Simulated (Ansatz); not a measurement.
# TiC (model cell, started as CsCl type): a soft mode frozen in, part 2 of 2

Which phase does TiC (model cell, started as CsCl type) fall into along its unstable mode, and how much energy does it gain?

Ansatz 0.2.0; DFT PBEsol, scalar-relativistic, plane waves, PAW.

So far, highest frequency on the path or at a solved wavevector (cm⁻¹): step 2 (phonons on a q mesh) 419. Also lowest frequency on the path (cm⁻¹): step 2 -369.

The structure was built from a prototype and need not be the compound's stable phase.

## 4. The mode frozen in, largest atomic shift 0.45 Å

The atoms are moved along the unstable eigenvector, the largest shift by 0.45 Å, with the cell fixed.

Input file input.yaml:

```yaml
crystal:
  lattice:
    - [-2.6818219351, 0.0, 0.0]
    - [0.0, -2.6818219351, -2.6818219351]
    - [0.0, -2.6818219351, 2.6818219351]
  atoms:
    - { symbol: Ti, position: [0.0, 1.0, 0.0] }
    - { symbol: Ti, position: [0.0, 0.5, 0.5] }
    - { symbol: C, position: [0.3322036247, 0.0, 0.5] }
    - { symbol: C, position: [0.6677963753, 0.5, 0.0] }
kpoints:
  mp_grid: { grid: [14, 10, 10] }
hamiltonian:
  xc: pbesol
scf:
  occupations: { method: methfessel_paxton, width: 0.15 }
output:
  forces: true
  stress: true
  eigenvalues: true
```

Command:

```bash
ansatz run input.yaml --threads 4 --pin off --max-ram 7168MiB --backend cpu --events-out ev --progress --plain --runs-dir out
```

Numbers of over 12 decimals in the logs are rounded to 6 here.

The program printed:

```text
[...]
Crystal: 4 atoms, lattice volume = 38.576 Å³
Basis set: ecut = 420 eV, 761 PW (Γ), exchange–correlation on 36×54×54 points (8 copies of the dense FFT grid, shifted against one another)
Bands: 20, of which v1, the nominal top of the filled ones, is band 16 counted from 1 (15 counted from 0)
Symmetry: 16 space group operations
[...]
k-points: 168 of 1400
[...]
--- Band table (eV; the first three rows and the last of 168) ---
  k-point 0: bands = [... 12 lower, 12.9200, 14.1268, 15.3053, 15.4549, 15.4549, 17.6935, 19.2221, 19.4038]
  k-point 1: bands = [... 12 lower, 12.9645, 13.9853, 15.3424, 15.4165, 15.6660, 17.6863, 18.7527, 19.3389]
  k-point 2: bands = [... 12 lower, 13.0486, 13.7142, 15.0438, 15.5965, 16.1381, 17.6192, 18.1351, 19.1438]
  k-point 167: bands = [... 12 lower, 12.8915, 12.8915, 13.5614, 13.5614, 17.7384, 17.7384, 17.8982, 17.8982]
[key lines of the parts left out:]
SCF converged after 5 iterations
Free energy (F): -5440.811025 eV
Fermi energy:    15.685046 eV
P = ⅓ Tr σ = 16.1359 GPa (161.359 kbar)
```

The job ended after 1.8 s (4 threads of Arm Neoverse V1, shared host; peak memory 0.4 GiB; 6.5 s of CPU time).

Numbers from this step:

* pressure: 16.14 GPa
* energy from the undistorted cell: -162.9 meV/atom

The energy, extrapolated to zero smearing, is -162.89 meV/atom against the undistorted cell.

The run ends at a pressure of 16.14 GPa, with forces up to 0.36 eV/Å.

## 5. Energy along the mode, all amplitudes (two of the runs are shown above)

An imaginary frequency means negative curvature, so the energy should fall and then rise again as anharmonic terms take over.

Numbers from this step:

```
depth at the lowest point sampled  : 162.9 meV/atom
largest atomic shift at that point : 0.45 Å
```

Energy from the parent against largest atomic shift:

```
largest atomic shift (Å)  energy from the parent (meV/atom)
                   0.000                                  0
                   0.040                              -1.81
                   0.080                              -7.89
                   0.140                              -26.9
                   0.220                              -65.1
                   0.320                               -116
                   0.450                               -163
                   0.600                               -141
```

Displacement at unit largest shift by atom:

```
atom  x (Å)  y (Å)  z (Å)  size
 Ti1   0.00   0.00   0.00  0.00
 Ti2   0.00   0.00   0.00  0.00
  C3   1.00   0.00   0.00  1.00
  C4  -1.00   0.00   0.00  1.00
```

The lowest of the steps tried is at 0.45 Å, 163 meV/atom below the parent; the bottom of the well need not coincide with a step.

## 6. Relaxation from the frozen mode

Starting from the lowest point found, all atoms and the cell are let go, so that strain and other modes of the same symmetry can join in.

Changes to input.yaml since step 4:

```diff
@@ -20 +20,6 @@
   eigenvalues: true
+relax:
+  adjacent_minimum: "off"
+  f_tol: 0.002
+  max_steps: 120
+  cell: { stress_tol: 0.03 }
```

The program printed:

```text
[...]
Crystal: 4 atoms, lattice volume = 38.576 Å³
Basis set: ecut = 420 eV, 761 PW (Γ), exchange–correlation on 36×54×54 points (8 copies of the dense FFT grid, shifted against one another)
Bands: 20, of which v1, the nominal top of the filled ones, is band 16 counted from 1 (15 counted from 0)
Symmetry: 16 space group operations
[...]
k-points: 168 of 1400
[...]
SCF iter   1: F=—  HF=-5440.814706 eV  |F-HF|=—  |Δ(HF+E_count)|=         —  Δρ=8.27e-3  dr2=1.06e-2  ethr=1.77e-3  ⟨swp⟩=4.5  Hψ=13697  notcnv=0
[...]
SCF iter   5: F=-5440.811025 eV  HF=-5440.811025 eV  |F-HF|=2.97e-9  |Δ(HF+E_count)|=   2.88e-7  S|Δr|=    0.00e0  Δρ=1.71e-5  dr2=6.48e-8  ethr=3.13e-10  ⟨swp⟩=2.9  Hψ=12598  notcnv=0
SCF 1 converged in 5 iterations: F = -5440.811025 eV  dr2 = 6.48e-8
[...]
relax step   1: F+E_penalty+E_count = -5440.81102463 eV  Δ(F+E_penalty+E_count) = +0.000e0 eV  max|allowed force component| = 3.580e-1 eV/Å  Δτ_max = 0.0000 Å  P = +16.136 GPa  Ω = 38.576 Å³  (5 SCF iters, dr2 threshold 1.00e-7 eV, accepted)
Crystal: 4 atoms, lattice volume = 40.750 Å³
Basis set: ecut = 420 eV, 809 PW (Γ), exchange–correlation on 36×54×54 points (8 copies of the dense FFT grid, shifted against one another)
[...]
SCF iter   6: F=-5441.168048 eV  HF=-5441.168048 eV  |F-HF|=8.06e-8  |Δ(HF+E_count)|=   2.23e-7  S|Δr|=    0.00e0  Δρ=1.94e-5  dr2=1.42e-7  ethr=1.25e-9  ⟨swp⟩=5.8  Hψ=16672  notcnv=0
SCF 2 converged in 6 iterations: F = -5441.168048 eV  dr2 = 1.42e-7
relax step   2: F+E_penalty+E_count = -5441.16804819 eV  Δ(F+E_penalty+E_count) = -3.570e-1 eV  max|allowed force component| = 4.167e-2 eV/Å  Δτ_max = 0.0849 Å  P = +0.442 GPa  Ω = 40.750 Å³  energy of the carried Pulay correction = -3.536e-3 eV  (6 SCF iters, dr2 threshold 4.00e-7 eV, accepted)
Crystal: 4 atoms, lattice volume = 40.838 Å³
[...]
SCF iter   4: F=-5441.168484 eV  HF=-5441.168484 eV  |F-HF|=6.04e-8  |Δ(HF+E_count)|=   1.15e-7  S|Δr|=    0.00e0  Δρ=2.47e-5  dr2=1.70e-7  ethr=1.25e-9  ⟨swp⟩=5.2  Hψ=15735  notcnv=0
SCF 3 converged in 4 iterations: F = -5441.168484 eV  dr2 = 1.70e-7
relax step   3: F+E_penalty+E_count = -5441.16848377 eV  Δ(F+E_penalty+E_count) = -4.356e-4 eV  max|allowed force component| = 1.468e-2 eV/Å  Δτ_max = 0.0052 Å  P = +0.045 GPa  Ω = 40.838 Å³  energy of the carried Pulay correction = -3.674e-3 eV  (4 SCF iters, dr2 threshold 4.00e-7 eV, accepted)
[...]
relax step   4: F+E_penalty+E_count = -5441.16848875 eV  Δ(F+E_penalty+E_count) = -4.976e-6 eV  max|allowed force component| = 9.638e-3 eV/Å  Δτ_max = 0.0018 Å  P = -0.020 GPa  Ω = 40.873 Å³  energy of the carried Pulay correction = -3.730e-3 eV  (4 SCF iters, dr2 threshold 7.05e-8 eV, accepted)
[...]
relax step   5: F+E_penalty+E_count = -5441.16846419 eV  Δ(F+E_penalty+E_count) = +2.456e-5 eV  max|allowed force component| = 4.028e-5 eV/Å  Δτ_max = 0.0028 Å  P = -0.018 GPa  Ω = 40.917 Å³  energy of the carried Pulay correction = -3.799e-3 eV  (5 SCF iters, dr2 threshold 2.75e-8 eV, accepted)
[...]
relax step   6: F+E_penalty+E_count = -5441.17682892 eV  Δ(F+E_penalty+E_count) = -8.365e-3 eV  max|allowed force component| = 1.703e-3 eV/Å  Δτ_max = 0.0000 Å  P = +0.256 GPa  Ω = 40.917 Å³  stress off target by 3.84e-1 GPa  SCF on the basis re-selected at this cell (its energy is not comparable with the rows above)  (6 SCF iters)
[...]
relax step   7: F+E_penalty+E_count = -5441.17682028 eV  Δ(F+E_penalty+E_count) = +8.644e-6 eV  max|allowed force component| = 1.515e-3 eV/Å  Δτ_max = 0.0009 Å  P = +0.012 GPa  Ω = 40.961 Å³  energy of the carried Pulay correction = -7.566e-5 eV  (4 SCF iters, dr2 threshold 3.68e-7 eV, accepted)
[...]
SCF iter   4: F=-5441.176892 eV  HF=-5441.176892 eV  |F-HF|=9.09e-13  |Δ(HF+E_count)|=  6.09e-11  S|Δr|=    0.00e0  Δρ=1.57e-7  dr2=3.90e-12  ethr=1.00e-12  ⟨swp⟩=3.2  Hψ=14946  notcnv=0
SCF 8 converged in 4 iterations: F = -5441.176892 eV  dr2 = 3.90e-12
relax step   8: F+E_penalty+E_count = -5441.17689238 eV  Δ(F+E_penalty+E_count) = -7.210e-5 eV  max|allowed force component| = 1.599e-3 eV/Å  Δτ_max = 0.0000 Å  P = +0.012 GPa  Ω = 40.961 Å³  stress off target by 2.99e-2 GPa  SCF on the basis re-selected at this cell (its energy is not comparable with the rows above)  (4 SCF iters)
[...]
SCF converged after 4 iterations
[...]
Free energy (F): -5441.176892 eV
[...]
Internal energy: -5441.175778 eV  (E = F + TS)
E sigma→0 (E₀):  -5441.176614 eV
Entropy (-TS):   -0.001115 eV (-0.279 meV/atom)
Fermi energy:    14.676043 eV
[...]
--- Forces (eV/Å), atoms counted from 1 ---
  atom   1  Ti     0.00000000    -0.00000000    -0.00000000
  atom   2  Ti    -0.00000000     0.00000000     0.00000000
  atom   3  C      0.00159865     0.00000000     0.00000000
  atom   4  C     -0.00159865     0.00000000    -0.00000000
  max |Σ_I F_I| component: 1.04e-17 eV/Å
--- Stress (GPa, compression-positive) ---
       -0.024419      -0.000000       0.000000
       -0.000000       0.029884       0.000000
        0.000000       0.000000       0.029884
  P = ⅓ Tr σ = 0.0118 GPa (0.118 kbar)
--- Band table (eV; the first three rows and the last of 168) ---
  k-point 0: bands = [... 12 lower, 12.2188, 13.1854, 13.9101, 14.5009, 14.5009, 17.2112, 17.5572, 18.3018]
  k-point 1: bands = [... 12 lower, 12.2542, 12.9979, 13.9743, 14.2769, 14.7516, 17.2558, 17.3972, 18.2365]
  k-point 2: bands = [... 12 lower, 12.3078, 12.6529, 13.7453, 14.0720, 15.2755, 17.2085, 17.3293, 18.0554]
  k-point 167: bands = [... 12 lower, 12.2117, 12.2117, 12.2948, 12.2948, 16.1234, 16.1234, 16.9275, 16.9275]
--- Relaxed structure (6 steps of the walk, 6 accepted, 2 SCFs on fresh bases) ---
  F+E_penalty+E_count = -5441.17689238 eV   max|allowed force component| = 1.599e-3 eV/Å   (the final SCF, on the basis selected at the relaxed cell)
  cell:  # Å, volume = 40.9610 Å³
    - [-2.591084, 0, 0]
    - [0, -2.811444, -2.811444]
    - [0, -2.811444, 2.811444]
  atoms:
    - { symbol: Ti, position: [0, 1.0, 0.0] }
    - { symbol: Ti, position: [0, 0.5, 0.5] }
    - { symbol: C, position: [0.296560, 0.0, 0.5] }
    - { symbol: C, position: [0.703440, 0.5, 0.0] }
```

It took 17 s on 4 threads; peak memory 0.44 GiB.

Step by step:

| step | energy less that of the first step (eV) | largest force component (eV/Å) | pressure (GPa) | volume (Å³) |
| --- | --- | --- | --- | --- |
| 1 | 0.0000 | 0.3580 | 16.14 | 38.58 |
| 2 | -0.3570 | 0.0417 | 0.44 | 40.75 |
| 3 | -0.3575 | 0.0147 | 0.04 | 40.84 |
| 4 | -0.3575 | 0.0096 | -0.02 | 40.87 |
| 5 | -0.3574 | 0.0000 | -0.02 | 40.92 |
| 6* | -0.3658 | 0.0017 | 0.26 | 40.92 |
| 7 | -0.3658 | 0.0015 | 0.01 | 40.96 |
| 8* | -0.3659 | 0.0016 | 0.01 | 40.96 |

Relaxation steps marked * repeat the geometry before them on a plane-wave basis chosen anew for their cell, so energy and pressure can jump there.

The run keeps the 16 symmetry operations that it works with, so distortions that break them were not tested.

```csv
cell as run,before,after,change
a (Å),2.682,2.591,-3.4 %
b (Å),3.793,3.976,+4.8 %
c (Å),3.793,3.976,+4.8 %
volume (Å³/atom),9.64,10.24,+6.2 %
```

The atoms that moved most (Å, as changes of fractional coordinates times the final cell):

```
atom      dx     dy     dz  length
  C4  -0.092  0.000  0.000   0.092
  C3   0.092  0.000  0.000   0.092
```

Final coordinates:

```cif
data_structure
_symmetry_space_group_name_H-M 'P 1'
_symmetry_Int_Tables_number 1
_cell_length_a 2.5911
_cell_length_b 3.9760
_cell_length_c 3.9760
_cell_angle_alpha 90.000
_cell_angle_beta 90.000
_cell_angle_gamma 90.000
_cell_volume 40.96
loop_
_atom_site_label
_atom_site_type_symbol
_atom_site_fract_x
_atom_site_fract_y
_atom_site_fract_z
_atom_site_occupancy
Ti1 Ti 0.00000 0.00000 0.00000 1
Ti2 Ti 0.00000 0.50000 0.50000 1
C3 C 0.29656 0.00000 0.50000 1
C4 C 0.70344 0.50000 0.00000 1
```

This step gave:

```
pressure        : 0.01178 GPa
volume per atom : 10.24 Å³
```

The distorted start has space group P4/nmm; the relaxation ends in P4/nmm.

## 7. The new phase in its own primitive cell

The relaxed structure is symmetrised, reduced to its primitive cell and relaxed tightly, as its phonons need.

input.yaml, the sections that differ from step 6:

```yaml
crystal:
  lattice:
    - [3.9759815302, 0.0, 0.0]
    - [0.0, 3.9759815302, 0.0]
    - [0.0, 0.0, 2.5910838427]
  atoms:
    - { symbol: Ti, position: [0.0, 0.0, 0.0] }
    - { symbol: Ti, position: [0.5, 0.5, 0.0] }
    - { symbol: C, position: [0.0, 0.5, 0.2965597712] }
    - { symbol: C, position: [0.5, 0.0, 0.7034402288] }
kpoints:
  mp_grid: { grid: [10, 10, 14] }
relax:
  adjacent_minimum: "off"
  f_tol: 0.001
  max_steps: 60
  cell: { stress_tol: 0.01 }
# hamiltonian, scf, output: as in step 6
```

The program printed:

```text
[...]
Crystal: 4 atoms, lattice volume = 40.961 Å³
Basis set: ecut = 420 eV, 809 PW (Γ), exchange–correlation on 54×54×36 points (8 copies of the dense FFT grid, shifted against one another)
Bands: 20, of which v1, the nominal top of the filled ones, is band 16 counted from 1 (15 counted from 0)
Symmetry: 16 space group operations
[...]
k-points: 168 of 1400
[...]
--- Relaxed structure (3 steps of the walk, 3 accepted, 2 SCFs on fresh bases) ---
[...]
cell:  # Å, volume = 40.9652 Å³
    - [3.976246, 0, 0.0]
    - [0, 3.976246, 0.0]
    - [0.0, 0.0, 2.591007]
  atoms:
    - { symbol: Ti, position: [0, 0, 0] }
    - { symbol: Ti, position: [0.500000, 0.500000, 0] }
    - { symbol: C, position: [0, 0.500000, 0.296438] }
    - { symbol: C, position: [0.500000, 0, 0.703562] }
[key lines of the parts left out:]
SCF converged after 4 iterations
Free energy (F): -5441.176890 eV
Fermi energy:    14.674185 eV
P = ⅓ Tr σ = 0.0000 GPa (0.000 kbar)
```

Run time: 11 s. Hardware: 4 threads; peak memory 0.44 GiB.

Little changed from the start: no atom moved by 0.005 Å and no cell edge by 0.1 %.

This step gave:

| Quantity | Value |
| --- | --- |
| pressure | 3.33e-5 GPa |

The largest force component left is 0.16 meV/Å and the pressure is 0.000 GPa, within the tolerances set. The cell now holds 10.24 Å³/atom.

## 8. Modes of the new phase, k-mesh 10×10×14

A relaxed structure may still be a saddle point, so its zone-centre modes are computed. No field response is asked, since the mesh shows no gap.

input.yaml, the sections that differ from step 7:

```yaml
crystal:
  lattice:
    - [3.9762458473, 0.0, 0.0]
    - [0.0, 3.9762458473, 0.0]
    - [0.0, 0.0, 2.5910069189]
  atoms:
    - { symbol: Ti, position: [0.0, 0.0, 0.0] }
    - { symbol: Ti, position: [0.5, 0.5, 0.0] }
    - { symbol: C, position: [0.0, 0.5, 0.2964383958] }
    - { symbol: C, position: [0.5, 0.0, 0.7035616042] }
output:
  eigenvalues: true
phonons:
  method: dfpt
# kpoints, hamiltonian, scf: as in step 7
# relax: removed
```

The program printed:

```text
zone centre: on kpoints.mp_grid the ground state, and the responses unless they are solved on pairs of k-points, stand on 288 of the mesh's 1400 k-points, reduced under 4 symmetry operations, with k and −k counted as one. Each operation leaves every solved displacement unchanged or reverses it
[...]
Crystal: 4 atoms, lattice volume = 40.965 Å³
Basis set: ecut = 420 eV, 809 PW (Γ), exchange–correlation on 60×60×36 points (8 copies of the dense FFT grid, shifted against one another)
Bands: 20, of which v1, the nominal top of the filled ones, is band 16 counted from 1 (15 counted from 0)
Symmetry: 16 space group operations
k-points: 288 of 1400 (irreducible under 4 space group operations, time reversal used)
[...]
SCF iter   1: F=—  HF=-5441.183218 eV  |F-HF|=—  |Δ(HF+E_count)|=         —  Δρ=8.37e-3  dr2=1.70e-2  ethr=1.77e-3  ⟨swp⟩=4.3  Hψ=22422  notcnv=0
[...]
SCF iter   9: F=-5441.176890 eV  HF=-5441.176890 eV  |F-HF|=0.00e0  |Δ(HF+E_count)|=  4.55e-12  S|Δr|=    0.00e0  Δρ=3.66e-8  dr2=4.58e-13  ethr=1.00e-12  ⟨swp⟩=4.2  Hψ=21004  notcnv=0
SCF 1 converged in 9 iterations: F = -5441.176890 eV  dr2 = 4.58e-13
[...]
DFPT response loops at Γ: preconditioner auto → Kerker (q_TF=auto, 2.618 Å⁻¹) (partly filled bands, converged f_vac=0.000); β = 1.00, the filter's whole step (`scf.mixing.beta` (0.50) is not read by the response loops under this deck's `scf.mixing.preconditioner`; to damp them name `kerker` or `kerker_dos`, under which they read `scf.mixing.beta`, and type it under 1.00, their step now; both keys bind the ground state too); Broyden in place of MSR1
SCF converged after 9 iterations
[...]
Free energy (F): -5441.176890 eV
[...]
Internal energy: -5441.175765 eV  (E = F + TS)
E sigma→0 (E₀):  -5441.176609 eV
Entropy (-TS):   -0.001125 eV (-0.281 meV/atom)
Fermi energy:    14.674185 eV
[...]
--- Band table (eV; the first three rows and the last of 288) ---
  k-point 0: bands = [... 12 lower, 12.2171, 13.1838, 13.9080, 14.4989, 14.4989, 17.2100, 17.5546, 18.3000]
  k-point 1: bands = [... 12 lower, 12.2309, 13.2322, 14.1166, 14.4561, 14.4561, 16.8698, 17.5707, 18.1441]
  k-point 2: bands = [... 12 lower, 12.1758, 13.3713, 14.3287, 14.3287, 14.7222, 15.9751, 17.6162, 18.0171]
  k-point 287: bands = [... 12 lower, 12.2104, 12.2104, 12.2919, 12.2919, 16.1210, 16.1210, 16.9262, 16.9262]
--- Phonons (Γ-DFPT): 4 representative perturbations + reference, on 288 of 1400 k-points (Σ response iterations 12) ---
  k mesh reduced under 4 symmetry operations, with k and −k counted as one. Each operation leaves every solved displacement unchanged or reverses it
  ASR residual: 1.167e-5 → 0.000e0 eV/Å²; symmetrization residual: 9.759e-7 eV/Å²
  ASR residual per site (eV/Å²): 1.17e-5 1.17e-5 7.45e-6 7.45e-6
  Γ frequencies (cm⁻¹): -61.21 0.00 0.00 0.00 351.73 351.73 385.19 408.36 427.37 427.37 521.86 521.86
  non-analytic LO–TO correction: not included (Born effective charges unavailable; polar crystals: no LO–TO splitting at Γ)
```

It took 35 s on 4 threads; peak memory 1.1 GiB; 2.2 min of CPU time.

Numbers from this step:

```
sum-rule residual before enforcement                    : 1.17e-5 eV/Å²
point group                                             : 4/mmm
highest optical mode at the zone centre (no LO-TO term) : 521.9 cm⁻¹
lowest optical zone-centre mode                         : -61.21 cm⁻¹
```

Patterns of degenerate modes are one choice out of their space. Modes at Γ, with each element's share of the kinetic energy (negative means imaginary):

```csv
mode,frequency (cm⁻¹),symmetry,Ti %,C %
1,-61.2,B1g,100,0
2,0.0,acoustic,80,20
3,0.0,acoustic,80,20
4,0.0,acoustic,80,20
5,351.7,Eg,92,8
6,351.7,Eg,92,8
7,385.2,A2u,20,80
8,408.4,A1g,0,100
9,427.4,Eu,20,80
10,427.4,Eu,20,80
11,521.9,Eg,8,92
12,521.9,Eg,8,92
```

Displacements in mode 1 (-61.2 cm⁻¹), the largest set to 1:
```
Ti1  0.00  0.00  1.00
Ti2  0.00  0.00 -1.00
C3   0.00  0.00  0.00
C4   0.00  0.00  0.00
```

Displacements in mode 7 (385.2 cm⁻¹), the largest set to 1:
```
Ti1  0.00  0.00 -0.25
Ti2  0.00  0.00 -0.25
C3   0.00  0.00  1.00
C4   0.00  0.00  1.00
```

Before it was imposed, the acoustic sum rule was missed by 1.2e-5 eV/Å². Small misses are needed for a sound result but don't prove that mesh and cutoff are converged. The lowest optical mode is imaginary, 61.2i cm⁻¹, so the energy falls along it.

## 9. What came out

- unstable mode of the parent: q = (0, -0.5, -0.5), 357i cm⁻¹
- depth at the lowest point sampled: 163 meV/atom
- largest atomic shift at that point: 0.45 Å
- space group reached (within 0.01 Å): P4/nmm
- energy gained over the parent (first relaxation, on the mesh of the frozen mode): 254 meV/atom
- volume per atom, phase reached: 10.2 Å³
- lowest optical zone-centre mode, phase reached: -61.2 cm⁻¹
- highest optical mode at the zone centre (no LO-TO term), phase reached: 522 cm⁻¹

Along this mode the structure falls into P4/nmm, 254 meV/atom below the parent. At the parent's cell the well is 162.9 meV/atom deep on the steps tried, with its lowest point at a shift of 0.45 Å. Relaxing atoms and cell changes the gain by +91.54 meV/atom against the lowest step (energies at zero smearing). The new phase still has an imaginary mode at the zone centre of its cell, so it is a saddle point on the way to a lower structure. Of the 4 patterns followed to their end from this parent, this one ends 785 meV/atom above the lowest, P6_3/mmc. Each path keeps the symmetry of its pattern, so a lower phase may lie along a pattern not tried. With no gap, or one that is small against the smearing, the frequencies hang on the k mesh and the smearing, most of all near Kohn anomalies. The starting cell was built on a prototype and not taken from a measurement, so the phase need not exist.

[Logs are printed without paths, hosts, clocks, repeated set-up lines and the standing remarks that a program may print on its own settings, such as how far it seeks lower states.]

[Hosts, paths, dates, database ids (printed as entryN), source tags and the programs' standing remarks are cut or masked in the printed files.]
